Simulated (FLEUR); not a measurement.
# MnS (Alabandite): parallel and opposed starts, part 2 of 3

Does MnS (Alabandite) prefer parallel or opposed moments?

FLEUR MaX-R8.1; PBE with U = 4 eV on Mn d; all-electron FLAPW, Dirac cores, scalar-relativistic bands.

So far, largest spin moment in the muffin-tin sphere (μB): step 2 (order 1, typed as ferro +) 4.77.

## (3) Order 2, typed as antiferro q=(0,1/2,1/2) +-

Reversing part of the moments tests the sign of the couplings between them.

The cell is doubled to 4 atoms to hold this order. The mesh is halved along the doubled vector, so that both cells sample the same points. The k list default-1 (kpts.xml, not shown) is a Γ-centred 8×4×8 mesh.

Contents of inp.xml:

```
<?xml version="1.0" encoding="UTF-8" standalone="no"?>
<fleurInput fleurInputVersion="0.39">
   <comment>
      MnS
   </comment>
   <calculationSetup>
      <cutoffs Kmax="3.95" Gmax="11.9" GmaxXC="11.9" numbands="0"/>
      <scfLoop itmax="120" minDistance="0.0001" maxIterBroyd="15" imix="Anderson" alpha="0.05" precondParam="0.0" spinf="2.0" sdNocoIR="T"/>
      <coreElectrons ctail="T" frcor="F" kcrel="0" coretail_lmax="0"/>
      <xcFunctional name="pbe" relativisticCorrections="F"/>
      <magnetism jspins="2"/>
      <soc l_soc="F" theta="0.0" phi="0.0" spav="F"/>
      <expertModes spex="0" secvar="F"/>
      <geometryOptimization l_f="F" forcealpha="1.0" forcemix="BFGS" epsdisp="0.00001" epsforce="0.00001"/>
      <ldaU l_linMix="F" mixParam="0.05" spinf="1.0"/>
   </calculationSetup>
   <cell>
      <bzIntegration valenceElectrons="42.0" mode="hist" fermiSmearingEnergy="0.00183747">
         <kPointListSelection listName="default-1"/>
         <xi:include xmlns:xi="http://www.w3.org/2001/XInclude" href="kpts.xml"> </xi:include>
      </bzIntegration>
      <xi:include xmlns:xi="http://www.w3.org/2001/XInclude" href="sym.xml"> </xi:include>
      <bulkLattice scale="1.0">
         <bravaisMatrix>
            <row-1>    0.0000000000000000     4.9355866922302800     4.9355866922302800</row-1>
            <row-2>    9.8711733844605600     0.0000000000000000     9.8711733844605600</row-2>
            <row-3>    9.8711733844605600     4.9355866922302800     4.9355866922302800</row-3>
         </bravaisMatrix>
      </bulkLattice>
   </cell>
   <atomSpecies>
      <species name="Manganese 4.500" element="Mn" atomicNumber="25">
         <mtSphere radius="2.8" gridPoints="925" logIncrement="0.013"/>
         <atomicCutoffs lmax="10" lnonsphr="8"/>
         <electronConfig flipSpins="F">
            <coreConfig>(1s1/2) (2s1/2) (2p1/2) (2p3/2)</coreConfig>
            <valenceConfig>(3s1/2) (3p1/2) (3p3/2) (4s1/2) (3d3/2) (3d5/2)</valenceConfig>
            <stateOccupation state="(3d3/2)" spinUp="1.75" spinDown="0.25"/>
            <stateOccupation state="(3d5/2)" spinUp="3.0" spinDown="0.0"/>
         </electronConfig>
         <energyParameters s="4" p="4" d="3" f="4"/>
         <ldaU l="2" U="4.0" J="0.0" l_amf="F"/>
         <lo type="SCLO" l="0" n="3" eDeriv="0"/>
         <lo type="SCLO" l="1" n="3" eDeriv="0"/>
      </species>
      <species name="Manganese -4.500" element="Mn" atomicNumber="25">
         <mtSphere radius="2.8" gridPoints="925" logIncrement="0.013"/>
         <atomicCutoffs lmax="10" lnonsphr="8"/>
         <electronConfig flipSpins="F">
            <coreConfig>(1s1/2) (2s1/2) (2p1/2) (2p3/2)</coreConfig>
            <valenceConfig>(3s1/2) (3p1/2) (3p3/2) (4s1/2) (3d3/2) (3d5/2)</valenceConfig>
            <stateOccupation state="(3d3/2)" spinUp="0.25" spinDown="1.75"/>
            <stateOccupation state="(3d5/2)" spinUp="0.0" spinDown="3.0"/>
         </electronConfig>
         <energyParameters s="4" p="4" d="3" f="4"/>
         <ldaU l="2" U="4.0" J="0.0" l_amf="F"/>
         <lo type="SCLO" l="0" n="3" eDeriv="0"/>
         <lo type="SCLO" l="1" n="3" eDeriv="0"/>
      </species>
      <species name="Sulfur (S)" element="S" atomicNumber="16">
         <mtSphere radius="1.9" gridPoints="629" logIncrement="0.018"/>
         <atomicCutoffs lmax="8" lnonsphr="6"/>
         <electronConfig flipSpins="F">
            <coreConfig>(1s1/2) (2s1/2) (2p1/2) (2p3/2)</coreConfig>
            <valenceConfig>(3s1/2) (3p1/2) (3p3/2)</valenceConfig>
            <stateOccupation state="(3p1/2)" spinUp="0.666667" spinDown="0.666667"/>
            <stateOccupation state="(3p3/2)" spinUp="1.333333" spinDown="1.333333"/>
         </electronConfig>
         <energyParameters s="3" p="3" d="3" f="4"/>
      </species>
   </atomSpecies>
   <atomGroups>
      <atomGroup species="Manganese 4.500">
         <relPos label="                   1">.0000000000 .0000000000 .0000000000</relPos>
         <force calculate="T" relaxXYZ="TTT"/>
      </atomGroup>
      <atomGroup species="Manganese -4.500">
         <relPos label="                   2">.0000000000 1.000/2.000 .0000000000</relPos>
         <force calculate="T" relaxXYZ="TTT"/>
      </atomGroup>
      <atomGroup species="Sulfur (S)">
         <relPos label="                   3">1.000/2.000 .0000000000 1.000/2.000</relPos>
         <force calculate="T" relaxXYZ="TTT"/>
      </atomGroup>
      <atomGroup species="Sulfur (S)">
         <relPos label="                   4">1.000/2.000 1.000/2.000 1.000/2.000</relPos>
         <force calculate="T" relaxXYZ="TTT"/>
      </atomGroup>
   </atomGroups>
   <output dos="F" band="F" slice="F">
      <bandDOS minEnergy="-.5*Htr" maxEnergy="0.5*Htr" sigma="0.015" storeEVData="T"/>
      <plotting iplot="0" polar="F">
         <plot TwoD="T" vec1="  1.0  0.0  0.0" vec2="  0.0  1.0  0.0" vec3="  0.0  0.0  1.0" zero="  0.0  0.0  0.0" file="plot"/>
      </plotting>
      <moessbauerParams electricFieldGradient="F" isomerShift="F" coreHyperfine="F" valenceHyperfine="F"/>
   </output>
</fleurInput>
```

Contents of crystal.txt:

```
MnS
&input film=F cartesian=F /
0.00000000000  2.61180000000  2.61180000000
5.22360000000  0.00000000000  5.22360000000
5.22360000000  2.61180000000  2.61180000000
1.8897261246
1.0 1.0 1.0

4
25 0.00000000000  0.00000000000  0.00000000000 : 4.500
25 0.00000000000  0.50000000000  0.00000000000 : -4.500
16 0.50000000000  0.00000000000  0.50000000000
16 0.50000000000  0.50000000000  0.50000000000

&kpt div1=8 div2=4 div3=8 gamma=T /
```

Run with:

```
$ OMP_NUM_THREADS=1 inpgen -f crystal.txt > inpgen.log  # inp.xml is then edited as shown
$ OMP_NUM_THREADS=1 mpirun -n 4 fleur_MPI > fleur.log
```

Log:

```text
[banner, memory and clock lines left out]
Welcome to FLEUR        (www.flapw.de)
      MaX-Release 8.1          (www.max-centre.eu)

 ========== k-point set info ==========
 Selected k-point list: default-1
 k-point list type: mesh
 0 x 0 x 0
 Number of k points: 80

 ------------Calculation Setup---------------------------
 Number of PE/node        :            4
 Number of OMP-threads    :            1
 k-points in parallel     :            4
 pe's per k-point         :            1
 No of k-point loops      :           20
 Eigenvalue solver        :       lapack
 Number of basis functions:          540
 Approximate size of matrices (H+S) per k-point:         0.004 GB
 no density matrix found ... skipping LDA+U
 Reset of history
 Iteration:     1   Distance:       7.24319967 me/bohr^3
 Iteration:     2   Distance:       7.27723948 me/bohr^3
 Iteration:     3   Distance:       6.69624548 me/bohr^3
 Iteration:     4   Distance:       3.71757091 me/bohr^3
 Iteration:     5   Distance:       2.12296651 me/bohr^3
 Iteration:     6   Distance:       1.47805339 me/bohr^3
 Iteration:     7   Distance:       0.37116682 me/bohr^3
 Iteration:     8   Distance:       0.24864613 me/bohr^3
 Iteration:     9   Distance:       0.04143223 me/bohr^3
 Iteration:    10   Distance:       0.04696077 me/bohr^3
 Iteration:    11   Distance:       0.00535110 me/bohr^3
 Iteration:    12   Distance:       0.00376446 me/bohr^3
 Iteration:    13   Distance:       0.00115140 me/bohr^3
 Iteration:    14   Distance:       0.00064274 me/bohr^3
 Iteration:    15   Distance:       0.00007844 me/bohr^3

 ********************************************************************
 Run finished successfully
 Stop message:
   all done
 ********************************************************************

--- out.xml (last complete iteration) ---
<iteration numberForCurrentRun="   15" overallNumber="   15">
         [... left out ...]
         <bandgap value="1.0862987707" units="eV"/>
         <sumValenceSingleParticleEnergies value="-27.3795219459" units="Htr"/>
         <FermiEnergy value="0.2525410931" units="Htr"/>
         <valenceDensity>
            <mtCharges spin="1">
               <mtCharge atomType="1" total="9.5031525" s="1.2389626" p="3.2814178" d="4.9330609" f="0.0378981"/>
               <mtCharge atomType="2" total="4.7730450" s="1.1782639" p="3.2258802" d="0.3168163" f="0.0390847"/>
               <mtCharge atomType="3" total="1.7881914" s="0.6274906" p="1.1514817" d="0.0084795" f="0.0006363"/>
               <mtCharge atomType="4" total="1.8165764" s="0.6331491" p="1.1697112" d="0.0125562" f="0.0009826"/>
            </mtCharges>
            <mtCharges spin="2">
               <mtCharge atomType="1" total="4.7730450" s="1.1782639" p="3.2258802" d="0.3168163" f="0.0390847"/>
               <mtCharge atomType="2" total="9.5031525" s="1.2389626" p="3.2814178" d="4.9330609" f="0.0378981"/>
               <mtCharge atomType="3" total="1.8165764" s="0.6331491" p="1.1697112" d="0.0125562" f="0.0009826"/>
               <mtCharge atomType="4" total="1.7881914" s="0.6274906" p="1.1514817" d="0.0084795" f="0.0006363"/>
            </mtCharges>
            <spinDependentCharge spin="1" total="21.0000000" interstitial="3.1190347" mtSpheres="17.8809653"/>
            <spinDependentCharge spin="2" total="21.0000000" interstitial="3.1190347" mtSpheres="17.8809653"/>
            <totalCharge value="42.0000000000"/>
         </valenceDensity>
         [... left out ...]
         <magneticMomentsInMTSpheres units="muBohr">
            <globalMagMoment atomType="1" vec="0.00000   0.00000   4.73011"/>
            <localMagMoment atomType="1" vec="0.00000   0.00000   4.73011"/>
            <globalMagMoment atomType="2" vec="0.00000   0.00000  -4.73011"/>
            <localMagMoment atomType="2" vec="0.00000   0.00000  -4.73011"/>
            <globalMagMoment atomType="3" vec="0.00000   0.00000  -0.02838"/>
            <localMagMoment atomType="3" vec="0.00000   0.00000  -0.02838"/>
            <globalMagMoment atomType="4" vec="0.00000   0.00000   0.02838"/>
            <localMagMoment atomType="4" vec="0.00000   0.00000   0.02838"/>
         </magneticMomentsInMTSpheres>
         [... left out ...]
         <totalEnergy value="    -3115.7135691148" units="Htr">
            <sumOfEigenvalues value="    -1793.3589994820">
               <coreElectrons value="-1765.9794775361"/>
               <valenceElectrons value="-27.3795219459"/>
            </sumOfEigenvalues>
            <densityCoulombPotentialIntegral value="-4738.9972911415"/>
            <densityEffectivePotentialIntegral value="-4941.3688915815"/>
            <chargeDenXCDenIntegral value="-156.1603150189"/>
            <FockExchangeEnergyValence value="0.0000000000"/>
            <FockExchangeEnergyCore value="0.0000000000"/>
         [... left out ...]
            <dftUCorrection value="-0.7203171833"/>
            <tkbTimesEntropy value="0.0000000000"/>
            <freeEnergy value="-3115.7135691148"/>
            <extrapolationTo0K value="-3115.7135691148"/>
         </totalEnergy>
         [... left out ...]
         <ldaUDensityMatrixConvergence>
            <distance spin="1" distance="0.000003"/>
            <distance spin="2" distance="0.000003"/>
         </ldaUDensityMatrixConvergence>
         <densityConvergence units="me/bohr^3">
            <chargeDensity spin="1" distance="0.0000469234"/>
            <chargeDensity spin="2" distance="0.0000469234"/>
            <overallChargeDensity distance="0.0000784393"/>
            <spinDensity distance="0.0000515220"/>
         </densityConvergence>
      </iteration>
```

It took 62 s on 4 MPI ranks of Intel Xeon 6975P-C (Granite Rapids), shared host; peak memory 0.5 GiB; 4.1 min of CPU time.

Spin moment in the muffin-tin sphere by atom:

| atom | spin moment in the muffin-tin sphere (μB) |
| --- | --- |
| Mn1 | 4.73 |
| Mn2 | -4.73 |
| S3 | -0.03 |
| S4 | 0.03 |

Numbers from this step:

```
free energy                                                       : -84782.8854 eV
program's band gap on this mesh (in a metal only a level spacing) : 1.086 eV
magnetization                                                     : 0 μB
final state                                                       : antiferromagnetic
```

It lies 15.9 meV a seeded atom under the first start, and its largest moment is 4.73 μB against 4.77 μB.

## (4) Order 3, typed as antiferro q=(0,0,1/2) +-

Another pattern of signs weighs the neighbour shells otherwise.

This order needs a doubled cell of 4 atoms. The mesh is halved along the doubled vector, so that both cells sample the same points. The k list default-1 (kpts.xml, not shown) is a Γ-centred 8×8×4 mesh.

Changes to inp.xml since step 3:

```diff
@@ -25,4 +25,4 @@
             <row-1>    0.0000000000000000     4.9355866922302800     4.9355866922302800</row-1>
-            <row-2>    9.8711733844605600     0.0000000000000000     9.8711733844605600</row-2>
-            <row-3>    9.8711733844605600     4.9355866922302800     4.9355866922302800</row-3>
+            <row-2>    4.9355866922302800     0.0000000000000000     4.9355866922302800</row-2>
+            <row-3>    9.8711733844605600     9.8711733844605600     0.0000000000000000</row-3>
          </bravaisMatrix>
@@ -77,3 +77,3 @@
       <atomGroup species="Manganese -4.500">
-         <relPos label="                   2">.0000000000 1.000/2.000 .0000000000</relPos>
+         <relPos label="                   2">.0000000000 .0000000000 1.000/2.000</relPos>
          <force calculate="T" relaxXYZ="TTT"/>
@@ -81,7 +81,4 @@
       <atomGroup species="Sulfur (S)">
-         <relPos label="                   3">1.000/2.000 .0000000000 1.000/2.000</relPos>
-         <force calculate="T" relaxXYZ="TTT"/>
-      </atomGroup>
-      <atomGroup species="Sulfur (S)">
-         <relPos label="                   4">1.000/2.000 1.000/2.000 1.000/2.000</relPos>
+         <relPos label="                   3">1.000/2.000 1.000/2.000 1.000/4.000</relPos>
+         <relPos label="                   4">1.000/2.000 1.000/2.000 -1.000/4.000</relPos>
          <force calculate="T" relaxXYZ="TTT"/>
```

Contents of crystal.txt:

```
MnS
&input film=F cartesian=F /
0.00000000000  2.61180000000  2.61180000000
2.61180000000  0.00000000000  2.61180000000
5.22360000000  5.22360000000  0.00000000000
1.8897261246
1.0 1.0 1.0

4
25 0.00000000000  0.00000000000  0.00000000000 : 4.500
25 0.00000000000  0.00000000000  0.50000000000 : -4.500
16 0.50000000000  0.50000000000  0.25000000000
16 0.50000000000  0.50000000000  0.75000000000

&kpt div1=8 div2=8 div3=4 gamma=T /
```

Log:

```text
[banner, memory and clock lines left out]
Welcome to FLEUR        (www.flapw.de)
      MaX-Release 8.1          (www.max-centre.eu)

 ========== k-point set info ==========
 Selected k-point list: default-1
 k-point list type: mesh
 0 x 0 x 0
 Number of k points: 80

 [... set-up left out ...]
 no density matrix found ... skipping LDA+U
 Reset of history
 Iteration:     1   Distance:       7.34722246 me/bohr^3
 Iteration:     2   Distance:       7.25571534 me/bohr^3
 Iteration:     3   Distance:       6.69054330 me/bohr^3
 Iteration:     4   Distance:       3.70892920 me/bohr^3
[...]
[... left out ...]
            <freeEnergy value="-3115.7157426244"/>
            <extrapolationTo0K value="-3115.7157426244"/>
         </totalEnergy>
         [... left out ...]
         <ldaUDensityMatrixConvergence>
            <distance spin="1" distance="0.000002"/>
            <distance spin="2" distance="0.000002"/>
         </ldaUDensityMatrixConvergence>
         <densityConvergence units="me/bohr^3">
            <chargeDensity spin="1" distance="0.0000198424"/>
            <chargeDensity spin="2" distance="0.0000197707"/>
            <overallChargeDensity distance="0.0000292026"/>
            <spinDensity distance="0.0000267659"/>
         </densityConvergence>
      </iteration>
```

It took 56 s on 4 MPI ranks; peak memory 0.47 GiB; 3.7 min of CPU time.

Spin moment in the muffin-tin sphere by atom:

| atom | spin moment in the muffin-tin sphere (μB) |
| --- | --- |
| Mn1 | 4.64 |
| Mn2 | -4.64 |
| S3 | 0.00 |
| S4 | 0.00 |

Numbers from this step:

```yaml
free_energy: -84782.9445 eV
program_s_band_gap_on_this_mesh_in_a_metal_only_a_level_spacing: 2.335 eV
magnetization: 0 μB
final_state: antiferromagnetic
```

It lies 45.5 meV a seeded atom under the first start, and its largest moment is 4.64 μB against 4.77 μB.

(Continued in part 3 of 3.)

[Logs and program files are shortened in this print: banners, set-up blocks, solver, clock and traceback lines can be left out without a mark of their own.]

[Logs are printed without paths, hosts, clocks, repeated set-up lines and the standing remarks that a program may print on its own settings, such as how far it seeks lower states.]

[Hosts, paths, dates, database ids (printed as entryN), source tags and the programs' standing remarks are cut or masked in the printed files.]

[Where a cell is said to come from a database of computed structures, the database is the Materials Project.]
